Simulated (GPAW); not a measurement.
# SrNbO3 (Pm-3m): the O K absorption edge

Aim: the near-edge shape at the O K edge of SrNbO3 (Pm-3m), and what the core hole does to it.

Main program and level: GPAW 26.7.0; X-ray absorption from dipole matrix elements to empty bands, plane-wave PAW LDA.

Most raw output is cut from this account.

### Step 1. Starting point

Symmetry: Pm-3m, No. 221, cubic system. The conventional cell has a = 4.070 Å, b = 4.070 Å, c = 4.070 Å, α = 90.00°, β = 90.00°, γ = 90.00°. Nearest to Nb lie 6 O at 2.03 Å. Nearest to Sr lie 12 O at 2.88 Å. Nearest to O lie 2 Nb at 2.03 Å and 4 Sr at 2.88 Å. Farther neighbours and most contacts between anions are not listed.

As a file:

```
Nb Sr O
1.0
     4.06969    0.00000    0.00000
     0.00000    4.06969    0.00000
     0.00000    0.00000    4.06969
Nb Sr O
1 1 3
Direct
  0.00000 0.00000 0.00000
  0.50000 0.50000 0.50000
  0.50000 0.00000 0.00000
  0.00000 0.00000 0.50000
  0.00000 0.50000 0.00000
```

### Step 2. The field without a hole

A plain self-consistent run shows whether there is a gap, which decides the set-up of the core-hole run.

Contents of scf.py:

```python
import numpy as np
from ase import Atoms
from ase.parallel import parprint, paropen
from gpaw import GPAW, PW, FermiDirac, Mixer, MixerDif, setup_paths
from gpaw.test import gen
setup_paths.insert(0, '.')
gen('O', name='nch1s', xcname='LDA', corehole=(1, 0, 0), write_xml=True)
from gpaw.mpi import world
world.barrier()

atoms = Atoms('NbSrO3',
    cell=[[4.06968976, 0, 0],
     [0, 4.06968976, 0],
     [0, 0, 4.06968976]],
    scaled_positions=[[0, 0, 0],
     [0.5, 0.5, 0.5],
     [0.5, 0, 0],
     [0, 0, 0.5],
     [0, 0.5, 0]],
    pbc=True)
atoms.calc = calc = GPAW(legacy_gpaw=True, mode=PW(500), xc='LDA', setups={2: 'nch1s'},
    kpts={'size': (6, 6, 6), 'gamma': True}, occupations=FermiDirac(0.05),
    charge=0, mixer=Mixer(0.1, 5, 50), maxiter=150,
    convergence={'density': 0.0001}, txt='scf.txt')
energy = atoms.get_potential_energy() + calc.get_reference_energy()
ef = calc.get_fermi_level()
out = dict(energy=energy, fermi=ef, forces=atoms.get_forces().tolist())
parprint(f'all-electron energy {energy:.4f} eV, Fermi level {ef:.4f} eV')
ev = np.array([[calc.get_eigenvalues(k, s) for k in range(len(calc.get_ibz_k_points()))] for s in range(calc.get_number_of_spins())])
out['homo'], out['lumo'], out['counts'] = ev[ev < ef].max(), ev[ev > ef].min(), sorted(set((ev < ef).sum((0, 2)).tolist()))
out['filled'] = (ev[:, 0] < ef).sum(1).tolist()
import json
with paropen('out.json', 'w') as f:
    json.dump(out, f)
```

The run is started by

```sh
OMP_NUM_THREADS=1 mpirun -n 4 gpaw python scf.py
```

The job ended after 14 s (4 MPI ranks of Arm Neoverse V1, shared host; peak memory 0.2 GiB).

The mesh shows no gap, so the system is treated as a metal and the core electron is put at the Fermi level (neutral cell).

### Step 3. Spectrum without a core hole, O atom 3

This cheap baseline ignores the attraction of the hole: it shows the absorber's empty states as they are in the ground state. The data set with a hole of occupation 0 only carries the core orbital.

The absorber has 2 Nb at 2.03 Å (linear, site symmetry 4/mmm).

Contents of xas.py:

```python
import numpy as np
from ase import Atoms
from ase.parallel import parprint, paropen
from gpaw import GPAW, PW, FermiDirac, Mixer, MixerDif, setup_paths
from gpaw.test import gen
setup_paths.insert(0, '.')
gen('O', name='nch1s', xcname='LDA', corehole=(1, 0, 0), write_xml=True)
from gpaw.mpi import world
world.barrier()

atoms = Atoms('NbSrO3',
    cell=[[4.06968976, 0, 0],
     [0, 4.06968976, 0],
     [0, 0, 4.06968976]],
    scaled_positions=[[0, 0, 0],
     [0.5, 0.5, 0.5],
     [0.5, 0, 0],
     [0, 0, 0.5],
     [0, 0.5, 0]],
    pbc=True)
atoms.calc = calc = GPAW(legacy_gpaw=True, mode=PW(500), xc='LDA', setups={2: 'nch1s'},
    kpts={'size': (8, 8, 8), 'gamma': True}, occupations=FermiDirac(0.1),
    charge=0, mixer=Mixer(0.1, 5, 50), maxiter=150,
    convergence={'density': 0.0001}, txt='scf.txt')
energy = atoms.get_potential_energy() + calc.get_reference_energy()
ef = calc.get_fermi_level()
out = dict(energy=energy, fermi=ef, forces=atoms.get_forces().tolist())
parprint(f'all-electron energy {energy:.4f} eV, Fermi level {ef:.4f} eV')
ev = np.array([[calc.get_eigenvalues(k, s) for k in range(len(calc.get_ibz_k_points()))] for s in range(calc.get_number_of_spins())])
out['homo'], out['lumo'], out['counts'] = ev[ev < ef].max(), ev[ev > ef].min(), sorted(set((ev < ef).sum((0, 2)).tolist()))
out['filled'] = (ev[:, 0] < ef).sum(1).tolist()

from ase.units import Ha
from gpaw.xas import dipole_matrix_elements
nb = int(calc.get_number_of_electrons() / 2) + 48
top, nb = nb, nb + 8 + nb // 12
nscf = calc.fixed_density(kpts={'size': (8, 8, 8), 'gamma': True}, nbands=nb,
    convergence={'bands': top, 'eigenstates': 1e-5}, maxiter=60, txt='nscf.txt')
cell = atoms.cell.array
ops = [cell.T @ U.T @ np.linalg.inv(cell.T) for U in nscf.wfs.kd.symmetry.op_scc]
E = np.arange(-25, 34, 0.1)
fwhm = np.interp(E, [4, 25], [0.9, 3.5])
Y, X, zero, highest = 0, 0, 1e9, 1e9
for spin in range(nscf.get_number_of_spins()):
    wfs = nscf.wfs
    A = dipole_matrix_elements(wfs.setups[2])
    eps = np.zeros((wfs.kd.nibzkpts, nb))
    d = np.zeros((3, A.shape[1], wfs.kd.nibzkpts, nb), complex)
    for kpt in wfs.kpt_u:
        if kpt.s == spin and 2 in kpt.P_ani:
            eps[kpt.k] = kpt.eps_n * Ha
            d[:, :, kpt.k] = (kpt.weight * wfs.nspins / 2) ** 0.5 * np.inner(A, kpt.P_ani[2])
    world.sum(eps)
    world.sum(d)
    T = np.einsum('amkn,bmkn->abkn', d, d.conj()).real
    T = sum(np.einsum('ai,ijkn,bj->abkn', R, T, R) for R in ops) / len(ops)
    empty = eps > ef
    zero, highest = min(zero, eps[empty].min()), min(highest, eps[:, top - 1].min())
    lines = [(eps, T, empty)] if spin == 0 else lines + [(eps, T, empty)]
for eps, T, empty in lines:
    f = np.einsum('aakn->akn', T).reshape(3, -1)
    x = eps.ravel() - zero
    w = np.interp(x, E, fwhm) / 2.35482
    g = np.exp(-0.5 * ((E[:, None] - x) / w) ** 2) / (w * (2 * np.pi) ** 0.5)
    Y = Y + (f * empty.ravel()) @ g.T
    X = X + (f * ~empty.ravel()) @ g.T
out.update(E=E.round(2).tolist(), xas=Y.tolist(), xes=X.tolist(), zero=zero, valid=highest - zero, nk=len(eps), nb=nb)
for i in range(0, len(E), 10):
    parprint(f'{E[i]:7.2f}', *(f'{v:10.3e}' for v in Y[:, i]))
import json
with paropen('out.json', 'w') as f:
    json.dump(out, f)
```

The run is started by

```sh
OMP_NUM_THREADS=1 mpirun -n 4 gpaw python xas.py
```

The job ended after 58 s (4 MPI ranks; peak memory 0.32 GiB; 3.9 min of CPU time).

The O K spectrum, O atom 3, no core hole (energy from the lowest empty level; intensity scaled to a mean of 1 over the first 20 eV):

```csv
E (eV),intensity
-2.00,0.00
-1.25,0.00
-0.50,0.12
0.25,0.74
1.00,1.62
1.75,1.13
2.50,0.51
3.25,1.19
4.00,1.69
4.75,1.96
5.50,1.80
6.25,1.35
7.00,1.19
7.75,0.99
8.50,0.79
9.25,0.73
10.00,0.99
10.75,1.29
11.50,1.21
12.25,0.88
13.00,0.66
13.75,0.54
14.50,0.51
15.25,0.61
16.00,0.77
16.75,0.87
17.50,0.85
18.25,0.75
19.00,0.65
19.75,0.55
20.50,0.46
21.25,0.38
22.00,0.33
22.75,0.33
23.50,0.35
24.25,0.39
25.00,0.45
25.75,0.51
26.50,0.58
27.25,0.66
28.00,0.75
28.75,0.85
29.50,0.95
30.25,1.03
31.00,1.06
31.75,1.03
```

Main maxima below 24 eV (height): 1.2 eV (1.72), 5.0 eV (2.02), 11.0 eV (1.31) and 17.0 eV (0.88). A K edge sees empty p states; the first features are O p mixed into the empty d states of the Nb neighbours, and the broad ones above probably into the cations' higher empty bands.

The same matrix elements for filled bands give the O K emission of O atom 3 (ground-state approximation; energy from the lowest empty level, largest value 1):

```csv
E (eV),emission
-24.00,0.00
-23.25,0.00
-22.50,0.00
-21.75,0.00
-21.00,0.00
-20.25,0.00
-19.50,0.00
-18.75,0.00
-18.00,0.00
-17.25,0.00
-16.50,0.00
-15.75,0.00
-15.00,0.00
-14.25,0.00
-13.50,0.00
-12.75,0.00
-12.00,0.00
-11.25,0.00
-10.50,0.00
-9.75,0.00
-9.00,0.00
-8.25,0.18
-7.50,0.48
-6.75,0.61
-6.00,0.64
-5.25,0.70
-4.50,0.97
-3.75,0.40
-3.00,0.02
-2.25,0.00
-1.50,0.00
-0.75,0.01
0.00,0.01
0.75,0.00
1.50,0.00
2.25,0.00
3.00,0.00
```

Emission maxima: -6.4 eV (0.69) and -4.6 eV (1.00).

### Step 4. Reference energy of the supercell

The photon energy needs a difference of total energies, so the cell and mesh of the coming hole run are first run without a hole.

scf.py: that of step 2 with these lines changed.

```diff
@@ -10,14 +10,29 @@
 
-atoms = Atoms('NbSrO3',
-    cell=[[4.06968976, 0, 0],
-     [0, 4.06968976, 0],
-     [0, 0, 4.06968976]],
+atoms = Atoms('Nb4Sr4O12',
+    cell=[[4.06968976, 4.06968976, 4.06968976],
+     [-4.06968976, 4.06968976, -4.06968976],
+     [-4.06968976, 4.06968976, 4.06968976]],
     scaled_positions=[[0, 0, 0],
+     [0.5, 0.5, 0],
+     [0, 0.5, 0.5],
+     [0.5, 0, 0.5],
+     [0.5, 0, 0],
+     [0, 0.5, 0],
      [0.5, 0.5, 0.5],
-     [0.5, 0, 0],
      [0, 0, 0.5],
-     [0, 0.5, 0]],
+     [0.25, 0, 0.75],
+     [0.75, 0.5, 0.75],
+     [0.25, 0.5, 0.25],
+     [0.75, 0, 0.25],
+     [0, 0.75, 0.25],
+     [0.5, 0.25, 0.25],
+     [0, 0.25, 0.75],
+     [0.5, 0.75, 0.75],
+     [0.25, 0.25, 0],
+     [0.75, 0.75, 0],
+     [0.25, 0.75, 0.5],
+     [0.75, 0.25, 0.5]],
     pbc=True)
-atoms.calc = calc = GPAW(legacy_gpaw=True, mode=PW(500), xc='LDA', setups={2: 'nch1s'},
-    kpts={'size': (6, 6, 6), 'gamma': True}, occupations=FermiDirac(0.05),
+atoms.calc = calc = GPAW(legacy_gpaw=True, mode=PW(500), xc='LDA', setups={8: 'nch1s'},
+    kpts={'size': (4, 4, 4), 'gamma': True}, occupations=FermiDirac(0.1),
     charge=0, mixer=Mixer(0.1, 5, 50), maxiter=150,
```

The run is started by

```sh
OMP_NUM_THREADS=1 mpirun -n 4 gpaw python scf.py
```

The job ended after 2.3 min (4 MPI ranks; peak memory 0.43 GiB; 9.3 min of CPU time).

Reference energy: -785283.727 eV with the cores included.

### Step 5. Spectrum with XCH, O atom 3

The holes are 7.0 Å apart. In GPAW the data set carries the hole's charge, so charge=0 means a charged cell and charge=-1 a neutral one. The excited electron is kept in the cell, where it fills the lowest empty states and screens the hole. After the field has converged, empty bands are computed with the density fixed and the dipole matrix elements are summed.

xas.py: that of step 3 with these lines changed.

```diff
@@ -6,3 +6,3 @@
 setup_paths.insert(0, '.')
-gen('O', name='nch1s', xcname='LDA', corehole=(1, 0, 0), write_xml=True)
+gen('O', name='fch1s', xcname='LDA', corehole=(1, 0, 1), write_xml=True)
 from gpaw.mpi import world
@@ -10,15 +10,30 @@
 
-atoms = Atoms('NbSrO3',
-    cell=[[4.06968976, 0, 0],
-     [0, 4.06968976, 0],
-     [0, 0, 4.06968976]],
+atoms = Atoms('Nb4Sr4O12',
+    cell=[[4.06968976, 4.06968976, 4.06968976],
+     [-4.06968976, 4.06968976, -4.06968976],
+     [-4.06968976, 4.06968976, 4.06968976]],
     scaled_positions=[[0, 0, 0],
+     [0.5, 0.5, 0],
+     [0, 0.5, 0.5],
+     [0.5, 0, 0.5],
+     [0.5, 0, 0],
+     [0, 0.5, 0],
      [0.5, 0.5, 0.5],
-     [0.5, 0, 0],
      [0, 0, 0.5],
-     [0, 0.5, 0]],
+     [0.25, 0, 0.75],
+     [0.75, 0.5, 0.75],
+     [0.25, 0.5, 0.25],
+     [0.75, 0, 0.25],
+     [0, 0.75, 0.25],
+     [0.5, 0.25, 0.25],
+     [0, 0.25, 0.75],
+     [0.5, 0.75, 0.75],
+     [0.25, 0.25, 0],
+     [0.75, 0.75, 0],
+     [0.25, 0.75, 0.5],
+     [0.75, 0.25, 0.5]],
     pbc=True)
-atoms.calc = calc = GPAW(legacy_gpaw=True, mode=PW(500), xc='LDA', setups={2: 'nch1s'},
-    kpts={'size': (8, 8, 8), 'gamma': True}, occupations=FermiDirac(0.1),
-    charge=0, mixer=Mixer(0.1, 5, 50), maxiter=150,
+atoms.calc = calc = GPAW(legacy_gpaw=True, mode=PW(500), xc='LDA', setups={8: 'fch1s'},
+    kpts={'size': (4, 4, 4), 'gamma': True}, occupations=FermiDirac(0.1),
+    charge=-1, mixer=Mixer(0.1, 5, 50), maxiter=150,
     convergence={'density': 0.0001}, txt='scf.txt')
@@ -34,5 +49,5 @@
 from gpaw.xas import dipole_matrix_elements
-nb = int(calc.get_number_of_electrons() / 2) + 48
+nb = int(calc.get_number_of_electrons() / 2) + 183
 top, nb = nb, nb + 8 + nb // 12
-nscf = calc.fixed_density(kpts={'size': (8, 8, 8), 'gamma': True}, nbands=nb,
+nscf = calc.fixed_density(kpts={'size': (6, 6, 6), 'gamma': True}, nbands=nb,
     convergence={'bands': top, 'eigenstates': 1e-5}, maxiter=60, txt='nscf.txt')
@@ -40,3 +55,3 @@
 ops = [cell.T @ U.T @ np.linalg.inv(cell.T) for U in nscf.wfs.kd.symmetry.op_scc]
-E = np.arange(-25, 34, 0.1)
+E = np.arange(-6, 34, 0.1)
 fwhm = np.interp(E, [4, 25], [0.9, 3.5])
@@ -45,3 +60,3 @@
     wfs = nscf.wfs
-    A = dipole_matrix_elements(wfs.setups[2])
+    A = dipole_matrix_elements(wfs.setups[8])
     eps = np.zeros((wfs.kd.nibzkpts, nb))
@@ -49,5 +64,5 @@
     for kpt in wfs.kpt_u:
-        if kpt.s == spin and 2 in kpt.P_ani:
+        if kpt.s == spin and 8 in kpt.P_ani:
             eps[kpt.k] = kpt.eps_n * Ha
-            d[:, :, kpt.k] = (kpt.weight * wfs.nspins / 2) ** 0.5 * np.inner(A, kpt.P_ani[2])
+            d[:, :, kpt.k] = (kpt.weight * wfs.nspins / 2) ** 0.5 * np.inner(A, kpt.P_ani[8])
     world.sum(eps)
```

The run is started by

```sh
OMP_NUM_THREADS=1 mpirun -n 4 gpaw python xas.py
```

It took 12 min on 4 MPI ranks; peak memory 0.9 GiB.

The O K spectrum, O atom 3, excited-electron core hole (neutral cell) (energy from the lowest empty level; intensity scaled to a mean of 1 over the first 20 eV):

```csv
E (eV),intensity
-2.00,0.00
-1.25,0.00
-0.50,0.10
0.25,1.15
1.00,1.77
1.75,0.51
2.50,1.06
3.25,2.27
4.00,1.94
4.75,1.63
5.50,1.25
6.25,1.20
7.00,0.97
7.75,0.72
8.50,0.69
9.25,0.95
10.00,1.27
10.75,1.15
11.50,0.77
12.25,0.52
13.00,0.44
13.75,0.48
14.50,0.66
15.25,0.89
16.00,1.03
16.75,0.98
17.50,0.82
18.25,0.66
19.00,0.55
19.75,0.48
20.50,0.42
21.25,0.40
22.00,0.40
22.75,0.45
23.50,0.52
24.25,0.61
25.00,0.70
25.75,0.81
26.50,0.92
27.25,1.04
28.00,1.16
28.75,1.27
29.50,1.34
30.25,1.34
31.00,1.25
```

Main maxima below 24 eV (height): 0.8 eV (1.99), 3.4 eV (2.30), 10.2 eV (1.29) and 16.2 eV (1.03). 

The total-energy difference is 535.30 eV. One term is added: -8.83 eV, since the hole is spin-paired here and a spin-polarised one costs that much less in the free atom (computed apart). The photon energy is then 526.47 eV. The functional leaves an error in such absolute values: in the free atom LDA prices this hole 4.1 eV below PBE (computed apart), and PBE is itself good to a few eV.

### Step 6. Reference energy of the cell

The cell and mesh change for the next run, so it gets a reference energy of its own.

Contents of scf.py:

```python
import numpy as np
from ase import Atoms
from ase.parallel import parprint, paropen
from gpaw import GPAW, PW, FermiDirac, Mixer, MixerDif, setup_paths
from gpaw.test import gen
setup_paths.insert(0, '.')
gen('O', name='nch1s', xcname='LDA', corehole=(1, 0, 0), write_xml=True)
from gpaw.mpi import world
world.barrier()

atoms = Atoms('NbSrO3',
    cell=[[4.06968976, 0, 0],
     [0, 4.06968976, 0],
     [0, 0, 4.06968976]],
    scaled_positions=[[0, 0, 0],
     [0.5, 0.5, 0.5],
     [0.5, 0, 0],
     [0, 0, 0.5],
     [0, 0.5, 0]],
    pbc=True)
atoms.calc = calc = GPAW(legacy_gpaw=True, mode=PW(500), xc='LDA', setups={2: 'nch1s'},
    kpts={'size': (6, 6, 6), 'gamma': True}, occupations=FermiDirac(0.1),
    charge=0, mixer=Mixer(0.1, 5, 50), maxiter=150,
    convergence={'density': 0.0001}, txt='scf.txt')
energy = atoms.get_potential_energy() + calc.get_reference_energy()
ef = calc.get_fermi_level()
out = dict(energy=energy, fermi=ef, forces=atoms.get_forces().tolist())
parprint(f'all-electron energy {energy:.4f} eV, Fermi level {ef:.4f} eV')
ev = np.array([[calc.get_eigenvalues(k, s) for k in range(len(calc.get_ibz_k_points()))] for s in range(calc.get_number_of_spins())])
out['homo'], out['lumo'], out['counts'] = ev[ev < ef].max(), ev[ev > ef].min(), sorted(set((ev < ef).sum((0, 2)).tolist()))
out['filled'] = (ev[:, 0] < ef).sum(1).tolist()
import json
with paropen('out.json', 'w') as f:
    json.dump(out, f)
```

The run is started by

```sh
OMP_NUM_THREADS=1 mpirun -n 4 gpaw python scf.py
```

Wall time 13 s (4 MPI ranks); peak memory 0.2 GiB; 53 s of CPU time.

### Step 7. Spectrum with XCH, O atom 3

A smaller cell brings the holes closer; here they are 4.1 Å apart.

Changed against the first core-hole run: supercell atoms from 20 to 5; the field's mesh follows (4×4×4 to 6×6×6).

xas.py: that of step 5 with these lines changed.

```diff
@@ -10,29 +10,14 @@
 
-atoms = Atoms('Nb4Sr4O12',
-    cell=[[4.06968976, 4.06968976, 4.06968976],
-     [-4.06968976, 4.06968976, -4.06968976],
-     [-4.06968976, 4.06968976, 4.06968976]],
+atoms = Atoms('NbSrO3',
+    cell=[[4.06968976, 0, 0],
+     [0, 4.06968976, 0],
+     [0, 0, 4.06968976]],
     scaled_positions=[[0, 0, 0],
-     [0.5, 0.5, 0],
-     [0, 0.5, 0.5],
-     [0.5, 0, 0.5],
+     [0.5, 0.5, 0.5],
      [0.5, 0, 0],
-     [0, 0.5, 0],
-     [0.5, 0.5, 0.5],
      [0, 0, 0.5],
-     [0.25, 0, 0.75],
-     [0.75, 0.5, 0.75],
-     [0.25, 0.5, 0.25],
-     [0.75, 0, 0.25],
-     [0, 0.75, 0.25],
-     [0.5, 0.25, 0.25],
-     [0, 0.25, 0.75],
-     [0.5, 0.75, 0.75],
-     [0.25, 0.25, 0],
-     [0.75, 0.75, 0],
-     [0.25, 0.75, 0.5],
-     [0.75, 0.25, 0.5]],
+     [0, 0.5, 0]],
     pbc=True)
-atoms.calc = calc = GPAW(legacy_gpaw=True, mode=PW(500), xc='LDA', setups={8: 'fch1s'},
-    kpts={'size': (4, 4, 4), 'gamma': True}, occupations=FermiDirac(0.1),
+atoms.calc = calc = GPAW(legacy_gpaw=True, mode=PW(500), xc='LDA', setups={2: 'fch1s'},
+    kpts={'size': (6, 6, 6), 'gamma': True}, occupations=FermiDirac(0.1),
     charge=-1, mixer=Mixer(0.1, 5, 50), maxiter=150,
@@ -49,5 +34,5 @@
 from gpaw.xas import dipole_matrix_elements
-nb = int(calc.get_number_of_electrons() / 2) + 183
+nb = int(calc.get_number_of_electrons() / 2) + 48
 top, nb = nb, nb + 8 + nb // 12
-nscf = calc.fixed_density(kpts={'size': (6, 6, 6), 'gamma': True}, nbands=nb,
+nscf = calc.fixed_density(kpts={'size': (8, 8, 8), 'gamma': True}, nbands=nb,
     convergence={'bands': top, 'eigenstates': 1e-5}, maxiter=60, txt='nscf.txt')
@@ -60,3 +45,3 @@
     wfs = nscf.wfs
-    A = dipole_matrix_elements(wfs.setups[8])
+    A = dipole_matrix_elements(wfs.setups[2])
     eps = np.zeros((wfs.kd.nibzkpts, nb))
@@ -64,5 +49,5 @@
     for kpt in wfs.kpt_u:
-        if kpt.s == spin and 8 in kpt.P_ani:
+        if kpt.s == spin and 2 in kpt.P_ani:
             eps[kpt.k] = kpt.eps_n * Ha
-            d[:, :, kpt.k] = (kpt.weight * wfs.nspins / 2) ** 0.5 * np.inner(A, kpt.P_ani[8])
+            d[:, :, kpt.k] = (kpt.weight * wfs.nspins / 2) ** 0.5 * np.inner(A, kpt.P_ani[2])
     world.sum(eps)
```

The run is started by

```sh
OMP_NUM_THREADS=1 mpirun -n 4 gpaw python xas.py
```

It took 51 s on 4 MPI ranks; peak memory 0.3 GiB; 3.4 min of CPU time.

These settings depart from the first run's and aren't meant as converged.

Against the first run the r.m.s. difference is 26 %. The highest intensity below 16 eV goes from 3.4 eV (2.30) to 3.6 eV (2.10).

```csv
E (eV),first run,this run
-2.0,0.00,0.00
-0.5,0.10,0.18
1.0,1.77,1.06
2.5,1.06,1.68
4.0,1.94,1.93
5.5,1.25,1.44
7.0,0.97,0.77
8.5,0.69,0.85
10.0,1.27,1.31
11.5,0.77,0.61
13.0,0.44,0.52
14.5,0.66,0.83
16.0,1.03,0.92
17.5,0.82,0.73
19.0,0.55,0.54
20.5,0.42,0.43
22.0,0.40,0.45
23.5,0.52,0.62
25.0,0.70,0.86
26.5,0.92,1.10
28.0,1.16,1.24
29.5,1.34,1.23
31.0,1.25,1.03
```

(Part 1 of 2 ends here.)

[Logs are printed without paths, hosts, clocks, repeated set-up lines and the standing remarks that a program may print on its own settings, such as how far it seeks lower states.]

[Hosts, paths, dates, database ids (printed as entryN), source tags and the programs' standing remarks are cut or masked in the printed files.]

[Lists of maxima count a maximum above −3 eV only where it reaches 4 % of the highest in the window and stands out from its surroundings by 2 % of it (1.5 % where it reaches 55 %); shoulders and weaker maxima are passed over, and of the rest the first, up to two pre-edge ones and the few strongest are named.]
